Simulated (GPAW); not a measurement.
## How BaTiO3 absorbs and reflects light

Wanted: where BaTiO3 starts to absorb, how strongly, and its refractive index. The cell comes from an older database entry, whose edges can differ from later determinations, mostly by under a per cent.

Calculated with GPAW 26.7.0; DFT, LDA, plane-wave PAW (GPAW data sets), scalar-relativistic, RPA, optical limit.

The database entry behind the starting cell differs from later determinations by our own check (c/a about 0.6 % short), so it need not match the best structure at ambient conditions.

## (1) Set-up

It takes space group P4mm (No. 99, tetragonal). Conventional cell: a = 4.000 Å, b = 4.000 Å, c = 4.018 Å, α = 90.00°, β = 90.00°, γ = 90.00°. Ba has 12 O at 2.79 to 2.88 Å nearest. Ti has 6 O at 1.89 to 2.13 Å nearest. Nearest to O lie 2 Ti at 2.00 Å and 4 Ba at 2.79 to 2.88 Å. Nearest to O lie 2 Ti at 1.89 to 2.13 Å and 4 Ba at 2.83 Å. Farther neighbours and most contacts between anions are not listed.

Structure file:

```cif
data_structure
_symmetry_space_group_name_H-M 'P 1'
_symmetry_Int_Tables_number 1
_cell_length_a 3.9998
_cell_length_b 3.9998
_cell_length_c 4.0180
_cell_angle_alpha 90.000
_cell_angle_beta 90.000
_cell_angle_gamma 90.000
_cell_volume 64.28
loop_
_atom_site_label
_atom_site_type_symbol
_atom_site_fract_x
_atom_site_fract_y
_atom_site_fract_z
_atom_site_occupancy
Ba1 Ba 0.00000 0.00000 0.00000 1
Ti2 Ti 0.50000 0.50000 0.49000 1
O3 O 0.00000 0.50000 0.51700 1
O4 O 0.50000 0.00000 0.51700 1
O5 O 0.50000 0.50000 0.01900 1
```

## (2) Ground state

The self-consistent density comes first; it also tells whether there is a gap, which decides the occupations and the need for a Drude term.

This step: DFT, LDA, plane-wave PAW (GPAW data sets), scalar-relativistic, ground state (GPAW 26.7.0).

gs.py

```python
from ase import Atoms
from ase.dft.bandgap import bandgap
from gpaw import GPAW, PW, FermiDirac

atoms = Atoms(['Ba', 'Ti', 'O', 'O', 'O'],
              cell=[[3.999800000000, 0.000000000000, 0.000000000000],
                    [0.000000000000, 3.999800000000, 0.000000000000],
                    [0.000000000000, 0.000000000000, 4.018000000000]],
              scaled_positions=[[0.000000000000, 0.000000000000, 0.000000000000],
                                [0.500000000000, 0.500000000000, 0.490000000000],
                                [0.000000000000, 0.500000000000, 0.517000000000],
                                [0.500000000000, 0.000000000000, 0.517000000000],
                                [0.500000000000, 0.500000000000, 0.019000000000]],
              pbc=[True, True, True])
atoms.calc = GPAW(mode=PW(500), xc='LDA', kpts={'size': (6, 6, 6), 'gamma': True},
                  occupations=FermiDirac(0.05), maxiter=150, txt='gs.txt')
print('energy (eV)', atoms.get_potential_energy())
print('Fermi level (eV)', atoms.calc.get_fermi_level())
print('valence electrons', atoms.calc.get_number_of_electrons())
print('gap (eV)', bandgap(atoms.calc, output=None)[0])
print('direct gap (eV)', bandgap(atoms.calc, direct=True, output=None)[0])
atoms.calc.write('gs.gpw')
```

Run with:

```bash
> OMP_NUM_THREADS=1 python gs.py
```

Numbers of over 12 decimals in the logs are rounded to 6 here.

Log:

```text
__  _  _
 | _ |_)|_||  |
 |__||  | ||/\| - 26.7.0

Versions:
  Python: 3.12.14
  ASE:    3.29.0
  Numpy:  2.5.5
  Scipy:  1.18.1
  Libxc:  7.0.0

Input parameters:
  mode=PW(ecut=500.0),
  kpts=MonkhorstPack(size=(6, 6, 6), gamma=True),
  maxiter=150,
  occupations=Occupations(name='fermi-dirac', width=0.05, fixmagmom=False),
  xc=XC(name='LDA')

Diagonalizing LCAO Hamiltonian
Converting LCAO to pw mode
   .---------.
  /|         |
 * |         |
 |O|         |
 | |  OTi    |
 | .---------.
 |/    O    /
 Ba--------*

Atoms  # Å, Bohr magnetons
|   | symbol |        x |        y |        z |    initial magnetic moments |
| 0 |     Ba | 0.000000 | 0.000000 | 0.000000 | ( 0.0000,  0.0000,  0.0000) |
| 1 |     Ti | 1.999900 | 1.999900 | 1.968820 | ( 0.0000,  0.0000,  0.0000) |
| 2 |      O | 0.000000 | 1.999900 | 2.077306 | ( 0.0000,  0.0000,  0.0000) |
| 3 |      O | 1.999900 | 0.000000 | 2.077306 | ( 0.0000,  0.0000,  0.0000) |
| 4 |      O | 1.999900 | 1.999900 | 0.076342 | ( 0.0000,  0.0000,  0.0000) |

Unit cell  # Å
| periodic |        x |        y |        z |  lengths |    angles |
|      yes | 3.999800 | 0.000000 | 0.000000 | 3.999800 | 90.000000 |
|      yes | 0.000000 | 3.999800 | 0.000000 | 3.999800 | 90.000000 |
|      yes | 0.000000 | 0.000000 | 4.018000 | 4.018000 | 90.000000 |

Number of symmetries: 8
Symmetry operations  # r_c * U_cc + t_c -> r_c
|   | kind |            matrix            |
| 0 |  E   |  1, 0, 0,  0, 1, 0,  0, 0, 1 |
| 1 |  σ   |  1, 0, 0,  0,-1, 0,  0, 0, 1 |
| 2 |  σ   |  0, 1, 0,  1, 0, 0,  0, 0, 1 |
| 3 |  C4  |  0, 1, 0, -1, 0, 0,  0, 0, 1 |
| 4 |  C4  |  0,-1, 0,  1, 0, 0,  0, 0, 1 |
| 5 |  σ   |  0,-1, 0, -1, 0, 0,  0, 0, 1 |
| 6 |  σ   | -1, 0, 0,  0, 1, 0,  0, 0, 1 |
| 7 |  C2  | -1, 0, 0,  0,-1, 0,  0, 0, 1 |

BZ-sampling:
  Number of BZ points: 216
  Number of IBZ points: 40

  Monkhorst-Pack size: [6, 6, 6]
  Monkhorst-Pack shift: [0.083333, 0.083333, 0.083333]

K-points  # in reciprocal-cell coordinates
|     |                                coordinates |     weight |
|   0 | (  0.00000000,   0.00000000,   0.00000000) | 0.00462963 |
|   1 | (  0.00000000,   0.00000000,   0.16666667) | 0.00925926 |
|   2 | (  0.00000000,   0.00000000,   0.33333333) | 0.00925926 |
|   3 | (  0.00000000,   0.00000000,   0.50000000) | 0.00462963 |
|   4 | (  0.16666667,   0.00000000,   0.00000000) | 0.01851852 |
|   5 | (  0.16666667,   0.00000000,   0.16666667) | 0.03703704 |
|   6 | (  0.16666667,   0.00000000,   0.33333333) | 0.03703704 |
|   7 | (  0.16666667,   0.00000000,   0.50000000) | 0.01851852 |
|   8 | (  0.16666667,   0.16666667,   0.00000000) | 0.01851852 |
|   9 | (  0.16666667,   0.16666667,   0.16666667) | 0.03703704 |
| ... |                                            |            |
|  39 | (  0.50000000,   0.50000000,   0.50000000) | 0.00462963 |

Plane wave coefficients: 1647
Cutoff: 500.0 eV

Spin-components: 1 (collinear spins)
Bands:           28
Projectors:      27
Spin-degeneracy: 2
Datatype:        complex128

Parallelization:
  kpt:    1
  domain: 1
  band:   1

Density:
  Valence electrons: 40.0
  Components: 1
  Grid points: [21 21 21]
  Charge: 0.0  # |e|

Potential:
  Grid points: [21 21 21]

species:
  Ba:
    name:    Barium
    id:
    Z:       56.0
    valence: 10
    core:    46
    charge:  0.0  # [|e|]
    compensation charges:
      type: gauss
      rc: 0.37  # [Å]
      lmax: 2
    cutoffs:
      filter: 2.06  # [Å]
      core: 2.33  # [Å]
    projectors
    | kind |    occ | energy [eV] | rcut [Å] |
    |   5s |  2.000 |     -33.774 |    1.164 |
    |   6s |  2.000 |      -3.346 |    1.164 |
    |   5p |  6.000 |     -18.813 |    1.164 |
    |    p |        |       0.000 |    1.164 |
    |    d |        |       0.000 |    1.164 |
    |    d |        |      27.211 |    1.164 |

    Using partial waves for Ba as LCAO basis

  Ti:
    name:    Titanium
    id:
    Z:       22.0
    valence: 12
    core:    10
    charge:  0.0  # [|e|]
    compensation charges:
      type: gauss
      rc: 0.38  # [Å]
      lmax: 2
    cutoffs:
      filter: 2.23  # [Å]
      core: 1.02  # [Å]
    projectors
    | kind |    occ | energy [eV] | rcut [Å] |
    |   3s |  2.000 |     -62.257 |    1.270 |
    |   4s |  2.000 |      -4.593 |    1.270 |
    |   3p |  6.000 |     -38.791 |    1.058 |
    |   4p |  0.000 |      -1.536 |    1.058 |
    |   3d |  2.000 |      -4.463 |    1.058 |
    |    d |        |      22.748 |    1.058 |

    Using partial waves for Ti as LCAO basis

  O:
    name:    Oxygen
    id:
    Z:       8.0
    valence: 6
    core:    2
    charge:  0.0  # [|e|]
    compensation charges:
      type: gauss
      rc: 0.21  # [Å]
      lmax: 2
    cutoffs:
      filter: 1.17  # [Å]
      core: 0.83  # [Å]
    projectors
    | kind |    occ | energy [eV] | rcut [Å] |
    |   2s |  2.000 |     -23.752 |    0.688 |
    |   2p |  4.000 |      -9.195 |    0.598 |
    |    s |        |       3.459 |    0.688 |
    |    p |        |      18.016 |    0.598 |
    |    d |        |       0.000 |    0.619 |

    Using partial waves for O as LCAO basis

Reference energy: -250365.446817  # eV

eigensolver:
  PPCG
  Converge bands: occupied
  niter=2

density mixing:
  MSR1-Mixer
  Pratt-step length: 0.05
  Maximum mixing coefficient: 0.75
  Old densities: 10
  SVD Regularization: 0.005
  Good broyden scale: 1.0
  Trust region scale: 1.0
  Backstep threshold: 4.0
  History deletion threshold: 6.0
  Fourier metric: weight=20.0, sigma=0.015

occupation numbers:
  Fermi-Dirac:
    width: 0.0500  # eV

poisson solver:
  ecut: 4000.0  # eV

xc functional:
  name: None

convergence criteria:
- Maximum [total energy] change in last 3 cyles: 0.0005 eV / valence electron
- Maximum integral of absolute [dens]ity change: 0.0001 electrons / valence electron
- Maximum integral of absolute [eigenst]ate change: 4e-08 eV^2 / valence electron
maximum number of iterations: 150

SCF iterations
|iter     |      energy | eigst |  dens |
|iter:   1||  -47.432638 | -0.09 |       |
|iter:   2||  -45.792660 | -1.68 | -0.89 |
|iter:   3||  -42.718434 | -0.75 | -0.96 |
|iter:   4||  -42.478364 | -1.89 | -1.45 |
|iter:   5||  -42.419393 | -2.62 | -1.65 |
|iter:   6||  -42.414787 | -3.63 | -2.04 |
|iter:   7||  -42.414529c| -4.33 | -2.77 |
|iter:   8||  -42.414427c| -4.89 | -3.07 |
|iter:   9||  -42.414423c| -6.49 | -3.60 |
|iter:  10||  -42.414423c| -7.30 | -4.05c|
|iter:  11||  -42.414423c| -7.58c| -4.75c|

Converged in 11 steps
SCF loop duration: 36.603 s (3.328 s/step)
Energy contributions relative to reference atoms: (reference = -250365.446817)

Energy contributions:
  Kinetic:          29.435922
  Coulomb:         -31.620606
  Zero:              0.155668
  External:          0.000000
  Xc:              -40.385407
  Entropy:          -0.000000
  Spinorbit:         0.000000
  ----------------------------
  Free energy:     -42.414423
  Extrapolated:    -42.414423

dipole moment: (-35.365381, -35.365381, -33.846453)  # |e|*Ang

Fermi level: 8.190
Eigenvalues  # (at kpt = [0.000, 0.000, 0.000])
| band index |      eig [eV] | occ [0-2] |
|          0 |       -48.596 |     2.000 |
|        ... |               |           |
|         12 |         4.967 |     2.000 |
|         13 |         4.967 |     2.000 |
|         14 |         6.051 |     2.000 |
|         15 |         6.051 |     2.000 |
|         16 |         6.146 |     2.000 |
|         17 |         7.019 |     2.000 |
|         18 |         7.024 |     2.000 |
|         19 |         7.024 |     2.000 |
|         20 |         9.026 |     0.000 |
|         21 |         9.247 |     0.000 |
|         22 |         9.247 |     0.000 |
|         23 |        11.348 |     0.000 |
|         24 |        11.435 |     0.000 |
|         25 |        12.168 |     0.000 |
|         26 |        12.235 |     0.000 |
|         27 |        14.411 |     0.000 |

Gap: 1.723 eV
Transition (v -> c):
  (s=0, k=39, n=19, [0.50, 0.50, 0.50]) -> (s=0, k=0, n=20, [0.00, 0.00, 0.00])
Direct/indirect transitions are different
Direct gap: 2.002 eV
Transition at: (s=0, k=0, n=19, [0.00, 0.00, 0.00])

--- standard output ---
energy (eV) -42.414423
Fermi level (eV) 8.190246
valence electrons 40.0
gap (eV) 1.722866
direct gap (eV) 2.002458
```

It took 39 s on 1 thread of Arm Neoverse V1, shared host; peak memory 0.19 GiB.

Read-outs, printed or worked out from the files:

```
energy                 : -42.41 eV
Fermi energy           : 8.190 eV
gap on the k-mesh      : 1.723 eV
direct gap on the mesh : 2.002 eV
electrons              : 40
```

There is a gap, 1.72 eV on this mesh (points off the mesh can give less), so no carriers' term is needed.

## (3) Bands for the response

At the fixed density, many empty bands are solved on the mesh of the response, since the spectrum sums over them.

This step: DFT, LDA, plane-wave PAW (GPAW data sets), scalar-relativistic, bands at fixed density (GPAW 26.7.0).

nscf.py

```python
from ase.dft.bandgap import bandgap
from gpaw import GPAW, FermiDirac

calc = GPAW('gs.gpw').fixed_density(kpts={'size': (8, 8, 8), 'gamma': True}, nbands=57, convergence={'bands': 51},
                                    occupations=FermiDirac(0.001), txt='nscf.txt')
print('gap (eV)', bandgap(calc, output=None)[0])
print('direct gap (eV)', bandgap(calc, direct=True, output=None)[0])
print('top band over the Fermi level (eV)', min(calc.get_eigenvalues(kpt=k)[50] for k in range(len(calc.get_ibz_k_points()))) - calc.get_fermi_level())
calc.write('full.gpw', mode='all')
```

Run with:

```bash
> OMP_NUM_THREADS=1 python nscf.py
```

Log:

```text
Diagonalizing LCAO Hamiltonian
Converting LCAO to pw mode
convergence criteria:
- Maximum integral of absolute [eigenst]ate change: 4e-08 eV^2 / valence electron
maximum number of iterations: 150

SCF iterations
|iter     |      energy | eigst |  dens |
|iter:   1||             | +3.24 |       |
|iter:   2||             | +2.07 |       |
|iter:   3||             | +0.91 |       |
|iter:   4||             | -0.40 |       |
|iter:   5||             | -1.31 |       |
|iter:   6||             | -2.37 |       |
|iter:   7||             | -3.23 |       |
|iter:   8||             | -4.25 |       |
|iter:   9||             | -5.08 |       |
|iter:  10||             | -6.09 |       |
|iter:  11||             | -6.85 |       |
|iter:  12||             | -7.45c|       |
SCF steps: 12
  __  _  _
 | _ |_)|_||  |
 |__||  | ||/\| - 26.7.0

Versions:
  Python: 3.12.14
  ASE:    3.29.0
  Numpy:  2.5.5
  Scipy:  1.18.1
  Libxc:  7.0.0

Input parameters:
  mode=PW(ecut=500.0),
  convergence={'bands': 51},
  gpts=array([21, 21, 21]),
  kpts=MonkhorstPack(size=(8, 8, 8), gamma=True),
  maxiter=150,
  nbands=57,
  occupations=Occupations(name='fermi-dirac', width=0.001, fixmagmom=False),
  parallel={},
  xc=XC(name='LDA')

--- standard output ---
gap (eV) 1.722866
direct gap (eV) 2.002458
top band over the Fermi level (eV) 27.256344
```

It took 2.6 min on 1 thread; peak memory 0.31 GiB.

(Continued in part 2 of 2.)

[Machine, clock and banner lines and Python warnings are left out of the logs.]

[Logs are printed without paths, hosts, clocks, repeated set-up lines and the standing remarks that a program may print on its own settings, such as how far it seeks lower states.]

[Hosts, paths, dates, database ids (printed as entryN), source tags and the programs' standing remarks are cut or masked in the printed files.]
